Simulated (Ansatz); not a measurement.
## BaIBr (Pnma): converging the G0W0 gap

Wanted: a G0W0 gap for BaIBr (Pnma) that is converged in bands and cutoff, or an estimate of the limit.

Main program and level: Ansatz 0.2.0; G0W0 on PBEsol, plane waves, PAW.

## 1. Set-up

It takes space group Pnma (No. 62, orthorhombic). Conventional cell: a = 8.814 Å, b = 5.124 Å, c = 10.192 Å, α = 90.00°, β = 90.00°, γ = 90.00°. Nearest to Ba lie 4 Br at 3.31 to 3.34 Å and 5 I at 3.67 to 3.76 Å. Nearest to I lie 5 Ba at 3.67 to 3.76 Å. Nearest to Br lie 4 Ba at 3.31 to 3.34 Å. Farther neighbours and most contacts between anions are not listed.

The cell and positions are those that the Materials Project relaxed with its own functionals (PBE, PBE+U or r2SCAN), kept fixed. Spin-orbit coupling is left out unless a step names it. The default PAW set here is soft_2. Its files were made with PBE.

## 2. 171 empty bands, screening to 30 eV

G0W0 replaces the xc potential by the self-energy, built once from these orbitals. Only a window of levels is corrected, while the sums run over the empty bands that the input names.

input.yaml

```yaml
crystal:
  lattice:
    - [8.81446039, 0.0, 0.0]
    - [0.0, 5.12429103, 0.0]
    - [0.0, 0.0, 10.19167839]
  atoms:
    - { symbol: Ba, position: [0.72882454, 0.25, 0.37513703] }
    - { symbol: Ba, position: [0.27117546, 0.75, 0.62486297] }
    - { symbol: Ba, position: [0.77117546, 0.75, 0.87513703] }
    - { symbol: Ba, position: [0.22882454, 0.25, 0.12486297] }
    - { symbol: I, position: [0.47161056, 0.25, 0.83177655] }
    - { symbol: I, position: [0.52838944, 0.75, 0.16822345] }
    - { symbol: I, position: [0.02838944, 0.75, 0.33177655] }
    - { symbol: I, position: [0.97161056, 0.25, 0.66822345] }
    - { symbol: Br, position: [0.8564719, 0.25, 0.06668585] }
    - { symbol: Br, position: [0.1435281, 0.75, 0.93331415] }
    - { symbol: Br, position: [0.6435281, 0.75, 0.56668585] }
    - { symbol: Br, position: [0.3564719, 0.25, 0.43331415] }
kpoints:
  mp_grid: { grid: [2, 4, 2] }
hamiltonian:
  xc: pbesol
scf:
  occupations: { method: fixed }
gw:
  n_empty_bands: 171
  ecut_chi: 30
  qp_bands: [v4, c4]
  qp_kpoints: band_edges
  screening: { model: contour_deformation }
```

Launch:

```console
$ ansatz run input.yaml --threads 3 --pin off --max-ram 92160MiB --backend cuda --events-out ev --progress --plain --runs-dir out --devices 1 --max-vram 13GiB
```

Numbers of over 12 decimals in the logs are rounded to 6 here.

The program printed:

```text
GPUs: using 1 of 1 available (devices: 1).
Engine: ansatz 0.2.0, x86_64-unknown-linux-gnu
Pseudopotentials: kind: paw
Pseudopotential: Ba, paw, valence charge 10, recommended cutoff 420 eV (normal), Ba.paw.azcp
Pseudopotential: I, paw, valence charge 17, recommended cutoff 420 eV (normal), I.paw.azcp
Pseudopotential: Br, paw, valence charge 7, recommended cutoff 420 eV (normal), Br.paw.azcp
Functional definition: PBEsol
  exchange = pbesol_x
  correlation = pbesol_c
device memory: the entry about to start is reckoned to put 5.0 GiB on a device that reports 59.6 GiB free (of which the cap on the GPU budget leaves the run 13.0 GiB)
GPU FFT provider: cuFFT
GPU libraries: cuBLAS 13.8.2, cuFFT 12.4.0, cuSOLVER 12.3.4
Crystal: 12 atoms, lattice volume = 460.336 Å³
Basis set: ecut = 420 eV, 8947 PW (Γ)
Bands: 82, of which v1, the nominal top of the filled ones, is band 68 counted from 1 (67 counted from 0)
Symmetry: 8 space group operations
Space group: Pnma (ITA 62), of the structure as read, at distance tolerance 7.7e-5 Å
k-points: 12 of 16
Non-local potential: Ba, projectors of the file, l = 0: 3, l = 1: 2, l = 2: 2, l = 3: 2
Non-local potential: I, projectors of the file, l = 0: 2, l = 1: 2, l = 2: 2, l = 3: 2
Non-local potential: Br, projectors of the file, l = 0: 2, l = 1: 2, l = 2: 2
PAW form: soft (Blöchl's): semilocal exchange-correlation on the pseudo side does not see the compensation charge
PAW frozen core: Ba, regenerated for the run's functional, and the local potential with it (the file was generated under x = pbe(κ = 0.804, μ = 0.219515), c = pbe(β = 0.066725))
PAW frozen core: I, regenerated for the run's functional, and the local potential with it (the file was generated under x = pbe(κ = 0.804, μ = 0.219515), c = pbe(β = 0.066725))
PAW frozen core: Br, regenerated for the run's functional, and the local potential with it (the file was generated under x = pbe(κ = 0.804, μ = 0.219515), c = pbe(β = 0.066725))
PAW one-centre angular grid: Ba, 194 points (default); XC on 64 Gauss nodes
PAW one-centre angular grid: I, 590 points (default); XC on 64 Gauss nodes
PAW one-centre angular grid: Br, 110 points (default); XC on 64 Gauss nodes
Initial density: superposition of atomic densities (neutral atoms: chi_scale 0, normalization atom), corrected by the library's trained network
Initial wavefunctions: pseudopotential atomic-orbital guess
GPU buffer pool allocated for 155520 grid points (all kernels)
GPU transforms: local potential and band sums: pruned to the plane-wave sphere, on 60×36×72
Functional: x = pbesol(κ = 0.804, μ = 0.123457), c = pbesol(β = 0.046)
SCF iter   1: F=—  HF=-64150.224709 eV  |F-HF|=—  |Δ(HF+E_count)|=         —  Δρ=2.04e-3  dr2=2.70e-2  ethr=1.77e-3  ⟨swp⟩=8.5  Hψ=4318  notcnv=0  defer=134
preconditioner: auto → Resta (q_TF=auto, 2.227 Å⁻¹)  ε∞=3.1  [insulator: Δε(μ)=3.380 eV  Ē_g=11.219 eV  n_scr=82 (ndim 8)  ℏωp=16.2 eV  f_vac=0.008  ε∞_Penn≈3.1]
SCF iter   2: F=—  HF=-64150.222815 eV  |F-HF|=—  |Δ(HF+E_count)|=   1.89e-3  Δρ=1.05e-3  dr2=5.59e-3  ethr=1.98e-5  ⟨swp⟩=4.4  Hψ=1960  notcnv=0  defer=143
SCF iter   3: F=—  HF=-64150.224224 eV  |F-HF|=—  |Δ(HF+E_count)|=   1.41e-3  Δρ=2.53e-4  dr2=2.83e-4  ethr=4.11e-6  ⟨swp⟩=3.1  Hψ=1523  notcnv=0  defer=143
SCF iter   4: F=—  HF=-64150.224435 eV  |F-HF|=—  |Δ(HF+E_count)|=   2.11e-4  Δρ=4.03e-5  dr2=7.24e-6  ethr=2.08e-7  ⟨swp⟩=2.0  Hψ=1617  notcnv=0  defer=142
SCF iter   5: F=—  HF=-64150.224442 eV  |F-HF|=—  |Δ(HF+E_count)|=   6.93e-6  Δρ=8.78e-6  dr2=3.52e-7  ethr=5.32e-9  ⟨swp⟩=2.4  Hψ=1726  notcnv=0  defer=140
SCF iter   6: F=-64150.224443 eV  HF=-64150.224443 eV  |F-HF|=3.40e-8  |Δ(HF+E_count)|=   6.05e-7  Δρ=2.03e-6  dr2=2.46e-8  ethr=7.35e-11  ⟨swp⟩=18.2  Hψ=6380  notcnv=0
SCF 1 converged in 6 iterations: F = -64150.224443 eV  dr2 = 2.46e-8
  greatest PAW one-centre occupation: 0.999 electrons in one spin orbital (limit 2), on the I atom at site 5 (counted from 0), in its partial waves of l = 2
device memory: the entry about to start is reckoned to put 5.9 GiB (of the 6.1 GiB reckoned in all, the device holds 0.2 GiB already) on a device that reports 55.5 GiB free (of which the cap on the GPU budget leaves the run 12.8 GiB)
NSCF: frozen V_eff on 12 k-points
the band table was solved once the SCF had ended and its energy, with any forces and stress, was formed, with the checks that follow a solve (4418 applications of the Hamiltonian). They found nothing against the state; the energy, forces and stress were not computed again (output.eigenvalues in the input reference)
device memory: the entry about to start is reckoned to put 5.1 GiB on a device that reports 53.9 GiB free (of which the cap on the GPU budget leaves the run 13.0 GiB)
NSCF: frozen V_eff on 12 k-points
G₀W₀ screening: q 1/12
[... further progress lines ...]
SCF converged after 6 iterations
Free energy (F): -64150.224443 eV
Harris-Foulkes:  -64150.224443 eV  (|F-HF|=3.40e-8)
Internal energy: -64150.224443 eV  (E = F + TS)
E sigma→0 (E₀):  -64150.224443 eV
Fermi energy:    4.916338 eV
--- Per-component energies (eV) ---
  E_band       = -1806.983140
  E_kinetic    = 1960.481045
  E_local      = -10554.575911  (includes V_loc(G=0)·N_el)
  E_nonlocal   = 160.578910
  E_hartree    = 4982.711381
  E_xc         = -2223.057226
  E_vxc        = -1472.487215  (∫ρ·V_xc dr)
  E_paw        = -48321.253367  (= ΣΔE_a)
  E_vpaw       = -1866.409000  (= ΣTr[D̂ρ^β])
  E_aug_tail   = 0.000068  (compensation charges beyond the density's cutoff)
  E_ewald      = -10157.732725
  E_core_change = 2.623382  (= ΣΔE_core)
  E_smearing   = -0.000000  (= −TS)
  E_closure    = -0.000000  (closes the sum)
  Σ components = -64150.224443   (vs F -64150.224443, Δ=0.00e0)
--- Band table (eV; the first three rows and the last of 12) ---
  k-point 0: bands = [... 64 lower, 4.5989, 4.7335, 4.7886, 4.9163, 8.3422, 8.9126, 8.9464, 9.0954, ... 10 higher]
  k-point 1: bands = [... 64 lower, 4.5100, 4.5100, 4.6709, 4.6709, 8.8052, 8.8052, 9.0748, 9.0748, ... 10 higher]
  k-point 2: bands = [... 64 lower, 4.3582, 4.4615, 4.5454, 4.7054, 8.9014, 9.3090, 9.4642, 9.6222, ... 10 higher]
  k-point 11: bands = [... 64 lower, 4.5344, 4.5344, 4.5344, 4.5344, 9.8385, 9.8385, 9.8385, 9.8385, ... 10 higher]
--- G₀W₀: contour deformation, 5 samples at zero and on the imaginary axis and 1 off it, 16 q-points, 171 empty bands' worth ---
  eigenvalues of the whole cell's RPA ε∞ on this k-mesh (on a slab, of 1 + 4πα/V) = 3.8809, 3.8844, 3.8864; static W/v taken at q = 0 is 0.257471
  bands read: the sum over 239 bands ends inside a degenerate multiplet in 10 slots, whose members it reads at an even weight; the widest, k=10: bands 237 to 240 (counted from 1) at 3/4 each
  gw.qp_kpoints: band_edges: 12 of 12 stored k-points solved, in 1 pass; an edge of the gap read off the rows below is read off those points alone
    ik  band        ε_KS         Σx   Σc(E_QP)       V_xc       Z   E_QP_lin       E_QP  E_QP is
     0    65      4.5989   -17.4836     2.5112   -14.5324  0.7978     4.1564     4.1590  root
     0    66      4.7335   -18.2003     2.5676   -15.2198  0.8007     4.3185     4.3207  root
     0    67      4.7886   -18.2784     2.5918   -15.2780  0.8002     4.3779     4.3800  root
     0    68      4.9163   -18.0505     2.5254   -15.1400  0.8011     4.5294     4.5312  root
     0    69      8.3422    -5.0541    -3.1658    -9.2998  0.8273     9.4355     9.4222  root
     0    70      8.9126    -5.9215    -3.2548   -10.2940  0.8314    10.0441    10.0302  root
     0    71      8.9464    -5.5592    -3.2412   -10.0210  0.8245    10.1854    10.1670  root
     0    72      9.0954    -5.4262    -3.2668    -9.8882  0.8239    10.3086    10.2906  root
     1    65      4.5100   -17.8192     2.5665   -14.8000  0.7982     4.0546     4.0573  root
     1    66      4.5100   -17.8192     2.5665   -14.8000  0.7982     4.0546     4.0573  root
     1    67      4.6709   -18.1607     2.6040   -15.1243  0.7991     4.2360     4.2384  root
     1    68      4.6709   -18.1607     2.6040   -15.1243  0.7991     4.2360     4.2384  root
     1    69      8.8052    -5.4321    -3.2488    -9.8569  0.8235     9.9983     9.9811  root
     1    70      8.8052    -5.4321    -3.2488    -9.8569  0.8235     9.9983     9.9811  root
     1    71      9.0748    -5.4500    -3.2647    -9.9287  0.8238    10.3072    10.2887  root
     1    72      9.0748    -5.4500    -3.2647    -9.9287  0.8238    10.3072    10.2887  root
     2    65      4.3582   -18.1089     2.6942   -14.9215  0.7951     3.8616     3.8650  root
     2    66      4.4615   -17.1034     2.4789   -14.1601  0.7966     3.9942     3.9971  root
     2    67      4.5454   -17.7694     2.5676   -14.7528  0.7979     4.0938     4.0964  root
     2    68      4.7054   -17.5976     2.5173   -14.6542  0.7985     4.2769     4.2793  root
     2    69      8.9014    -5.4467    -3.2605    -9.9093  0.8239    10.1214    10.1034  root
     2    70      9.3090    -5.8070    -3.3815   -10.5251  0.8209    10.6696    10.6456  root
     2    71      9.4642    -5.8614    -3.3710   -10.5757  0.8204    10.8319    10.8074  root
     2    72      9.6222    -5.9819    -3.3720   -10.7151  0.8217    11.0082    10.9833  root
[...]
11    65      4.5344   -17.7227     2.5745   -14.6901  0.7971     4.0734     4.0762  root
    11    66      4.5344   -17.7227     2.5745   -14.6901  0.7971     4.0734     4.0762  root
    11    67      4.5344   -17.7227     2.5745   -14.6901  0.7971     4.0734     4.0762  root
    11    68      4.5344   -17.7227     2.5745   -14.6901  0.7971     4.0734     4.0762  root
    11    69      9.8385    -6.1927    -3.4105   -11.0124  0.8189    11.2756    11.2477  root
    11    70      9.8385    -6.1927    -3.4105   -11.0124  0.8189    11.2756    11.2477  root
    11    71      9.8385    -6.1927    -3.4105   -11.0124  0.8189    11.2756    11.2477  root
    11    72      9.8385    -6.1927    -3.4105   -11.0124  0.8189    11.2756    11.2477  root
```

Elapsed: 34 s, on 1 × NVIDIA H100 80GB HBM3 (shared by 6 runs) with 3 threads of AMD EPYC 7R13 (Zen 3), shared host; peak memory 1.8 GiB; 42 s of CPU time.

The column dr2 measures how far the density is from self-consistency, as an energy; F and HF (Harris–Foulkes) agree once it is small.

Numbers from this step:

```
bands summed                                 : 239
RPA ε∞ on this mesh (eigenvalues)            : 3.881, 3.884, 3.886
plane waves in the screening matrix          : 167
q-points in the mesh                         : 16
G0W0 gap on the mesh                         : 4.891 eV
k of the valence top                         : 0, 0, 0
k of the conduction bottom                   : 0, 0, 0
starting gap on the mesh                     : 3.426 eV
Z at the valence top                         : 0.8011
Z at the conduction bottom                   : 0.8273
least direct G0W0 gap on the computed points : 4.891 eV
```

The gap on the mesh goes from 3.43 eV to 4.89 eV, a correction of +1.47 eV. Between the two edge states, bare exchange in place of the xc potential would open the gap by 7.16 eV, and correlation takes back 5.69 eV.

## 3. 485 empty bands, screening to 60 eV

Another rung: the empty bands reach about as high as the screening cutoff, so the two stay in balance.

Edit input.yaml of step 2 so:

```diff
@@ -25,4 +25,4 @@
 gw:
-  n_empty_bands: 171
-  ecut_chi: 30
+  n_empty_bands: 485
+  ecut_chi: 60
   qp_bands: [v4, c4]
```

The program printed:

```text
GPUs: using 1 of 1 available (devices: 1).
[...]
GPU FFT provider: cuFFT
GPU libraries: cuBLAS 13.8.2, cuFFT 12.4.0, cuSOLVER 12.3.4
Crystal: 12 atoms, lattice volume = 460.336 Å³
Basis set: ecut = 420 eV, 8947 PW (Γ)
Bands: 82, of which v1, the nominal top of the filled ones, is band 68 counted from 1 (67 counted from 0)
Symmetry: 8 space group operations
[...]
k-points: 12 of 16
[...]
GPU buffer pool allocated for 155520 grid points (all kernels)
[...]
SCF iter   1: F=—  HF=-64150.224709 eV  |F-HF|=—  |Δ(HF+E_count)|=         —  Δρ=2.04e-3  dr2=2.70e-2  ethr=1.77e-3  ⟨swp⟩=8.5  Hψ=4318  notcnv=0  defer=134
[...]
SCF iter   6: F=-64150.224443 eV  HF=-64150.224443 eV  |F-HF|=3.40e-8  |Δ(HF+E_count)|=   6.05e-7  Δρ=2.03e-6  dr2=2.46e-8  ethr=7.35e-11  ⟨swp⟩=18.2  Hψ=6380  notcnv=0
SCF 1 converged in 6 iterations: F = -64150.224443 eV  dr2 = 2.46e-8
[...]
NSCF: frozen V_eff on 12 k-points
[...]
G₀W₀ screening: q 1/12
[... further progress lines ...]
SCF converged after 6 iterations
Free energy (F): -64150.224443 eV
[...]
Internal energy: -64150.224443 eV  (E = F + TS)
E sigma→0 (E₀):  -64150.224443 eV
Fermi energy:    4.916338 eV
[...]
--- Band table (eV; the first three rows and the last of 12) ---
  k-point 0: bands = [... 64 lower, 4.5989, 4.7335, 4.7886, 4.9163, 8.3422, 8.9126, 8.9464, 9.0954, ... 10 higher]
  k-point 1: bands = [... 64 lower, 4.5100, 4.5100, 4.6709, 4.6709, 8.8052, 8.8052, 9.0748, 9.0748, ... 10 higher]
  k-point 2: bands = [... 64 lower, 4.3582, 4.4615, 4.5454, 4.7054, 8.9014, 9.3090, 9.4642, 9.6222, ... 10 higher]
  k-point 11: bands = [... 64 lower, 4.5344, 4.5344, 4.5344, 4.5344, 9.8385, 9.8385, 9.8385, 9.8385, ... 10 higher]
[...]
0    65      4.5989   -17.4836     2.1399   -14.5324  0.7898     3.7787     3.7877  root
     0    66      4.7335   -18.2003     2.1900   -15.2198  0.7920     3.9350     3.9431  root
     0    67      4.7886   -18.2784     2.2120   -15.2780  0.7916     3.9922     4.0003  root
     0    68      4.9163   -18.0505     2.1379   -15.1400  0.7926     4.1361     4.1438  root
     0    69      8.3422    -5.0541    -3.4707    -9.2998  0.8235     9.1237     9.1173  root
     0    70      8.9126    -5.9215    -3.5511   -10.2940  0.8280     9.7409     9.7340  root
     0    71      8.9464    -5.5592    -3.5907   -10.0210  0.8197     9.8264     9.8175  root
     0    72      9.0954    -5.4262    -3.6058    -9.8882  0.8193     9.9602     9.9515  root
[...]
11    69      9.8385    -6.1927    -3.8044   -11.0124  0.8131    10.8673    10.8538  root
    11    70      9.8385    -6.1927    -3.8044   -11.0124  0.8131    10.8673    10.8538  root
    11    71      9.8385    -6.1927    -3.8044   -11.0124  0.8131    10.8673    10.8538  root
    11    72      9.8385    -6.1927    -3.8044   -11.0124  0.8131    10.8673    10.8538  root
```

It took 54 s on 1 × NVIDIA H100 80GB HBM3 (shared by 6 runs) with 3 threads; peak memory 2.9 GiB; 89 s of CPU time.

This step gave:

```yaml
bands_summed: 553
rpa_eps_infinity_on_this_mesh_eigenvalues: 3.832, 3.841, 3.843
plane_waves_in_the_screening_matrix: 513
q_points_in_the_mesh: 16
g0w0_gap_on_the_mesh: 4.973 eV
k_of_the_valence_top: 0, 0, 0
k_of_the_conduction_bottom: 0, 0, 0
starting_gap_on_the_mesh: 3.426 eV
z_at_the_valence_top: 0.7926
z_at_the_conduction_bottom: 0.8235
least_direct_g0w0_gap_on_the_computed_points: 4.973 eV
```

Against the run with 2×4×2 mesh, 171 empty bands, screening to 30 eV, the gap moves by +0.08 eV.

## 4. 1045 empty bands, screening to 100 eV

Edit input.yaml of step 3 so:

```diff
@@ -25,4 +25,4 @@
 gw:
-  n_empty_bands: 485
-  ecut_chi: 60
+  n_empty_bands: 1045
+  ecut_chi: 100.0
   qp_bands: [v4, c4]
```

The program printed:

```text
GPUs: using 1 of 1 available (devices: 1).
[...]
GPU FFT provider: cuFFT
GPU libraries: cuBLAS 13.8.2, cuFFT 12.4.0, cuSOLVER 12.3.4
Crystal: 12 atoms, lattice volume = 460.336 Å³
Basis set: ecut = 420 eV, 8947 PW (Γ)
Bands: 82, of which v1, the nominal top of the filled ones, is band 68 counted from 1 (67 counted from 0)
Symmetry: 8 space group operations
[...]
k-points: 12 of 16
[...]
0    72      9.0954    -5.4262    -3.7580    -9.8882  0.8178     9.8052     9.7994  root
[...]
11    69      9.8385    -6.1927    -3.9826   -11.0124  0.8113    10.6846    10.6756  root
    11    70      9.8385    -6.1927    -3.9826   -11.0124  0.8113    10.6846    10.6756  root
    11    71      9.8385    -6.1927    -3.9826   -11.0124  0.8113    10.6846    10.6756  root
    11    72      9.8385    -6.1927    -3.9826   -11.0124  0.8113    10.6846    10.6756  root
[key lines of the parts left out:]
SCF converged after 6 iterations
Free energy (F): -64150.224443 eV
Fermi energy:    4.916338 eV
```

It took 95 s on 1 × NVIDIA H100 80GB HBM3 (shared by 6 runs) with 3 threads; peak memory 5.2 GiB.

Numbers from this step:

| Item | Value |
| --- | --- |
| bands summed | 1113 |
| RPA ε∞ on this mesh (eigenvalues) | 3.827, 3.837, 3.838 |
| plane waves in the screening matrix | 1035 |
| G0W0 gap on the mesh | 5.143 eV |
| k of the valence top | 0, 0, 0 |
| k of the conduction bottom | 0, 0, 0 |
| starting gap on the mesh | 3.426 eV |
| least direct G0W0 gap on the computed points | 5.143 eV |

Against the run with 2×4×2 mesh, 485 empty bands, screening to 60 eV, the gap moves by +0.17 eV.

## 5. Changing the k mesh: 2×2×2 mesh, 485 empty bands, screening to 60 eV

Only the mesh changes. It samples the long-range screening, which converges on its own terms. Bands and cutoff differ from the step before, so it is read against an earlier run that matches them.

Edit input.yaml of step 4 so:

```diff
@@ -19,3 +19,3 @@
 kpoints:
-  mp_grid: { grid: [2, 4, 2] }
+  mp_grid: { grid: [2, 2, 2] }
 hamiltonian:
@@ -25,4 +25,4 @@
 gw:
-  n_empty_bands: 1045
-  ecut_chi: 100.0
+  n_empty_bands: 485
+  ecut_chi: 60
   qp_bands: [v4, c4]
```

The program printed:

```text
GPUs: using 1 of 1 available (devices: 1).
[...]
GPU FFT provider: cuFFT
GPU libraries: cuBLAS 13.8.2, cuFFT 12.4.0, cuSOLVER 12.3.4
Crystal: 12 atoms, lattice volume = 460.336 Å³
Basis set: ecut = 420 eV, 8947 PW (Γ)
Bands: 82, of which v1, the nominal top of the filled ones, is band 68 counted from 1 (67 counted from 0)
Symmetry: 8 space group operations
[...]
k-points: 8
[...]
0    72      9.0981    -5.3676    -3.6637    -9.8862  0.8174     9.9621     9.9530  root
[...]
7    69      9.8387    -6.1874    -3.8213   -11.0148  0.8121    10.8582    10.8447  root
     7    70      9.8387    -6.1874    -3.8213   -11.0148  0.8121    10.8582    10.8447  root
     7    71      9.8387    -6.1874    -3.8213   -11.0148  0.8121    10.8582    10.8447  root
     7    72      9.8387    -6.1874    -3.8213   -11.0148  0.8121    10.8582    10.8447  root
[key lines of the parts left out:]
SCF converged after 6 iterations
Free energy (F): -64150.183629 eV
Fermi energy:    4.921245 eV
```

The job ended after 36 s (1 × NVIDIA H100 80GB HBM3 (shared by 6 runs) with 3 threads; peak memory 2.3 GiB).

This step gave:

```
bands summed                                 : 553
RPA ε∞ on this mesh (eigenvalues)            : 3.857, 3.863, 3.933
plane waves in the screening matrix          : 513
G0W0 gap on the mesh                         : 4.950 eV
k of the valence top                         : 0, 0, 0
k of the conduction bottom                   : 0, 0, 0
starting gap on the mesh                     : 3.423 eV
least direct G0W0 gap on the computed points : 4.950 eV
```

Against the run with 2×4×2 mesh, 485 empty bands, screening to 60 eV, the gap moves by −0.02 eV.

[end of part 1 of 2]

[Paths, hosts, dates, memory and timing lines, banners, echoed tables and standing remarks are left out of the program output.]

[Logs are printed without paths, hosts, clocks, repeated set-up lines and the standing remarks that a program may print on its own settings, such as how far it seeks lower states.]

[Runs of the session that timed out or met a known fault of the program may be left out.]

[Cells called generated may have been cut or substituted from an entry of the Crystallography Open Database or the Materials Project.]

[Hosts, paths, dates, database ids (printed as entryN), source tags and the programs' standing remarks are cut or masked in the printed files.]
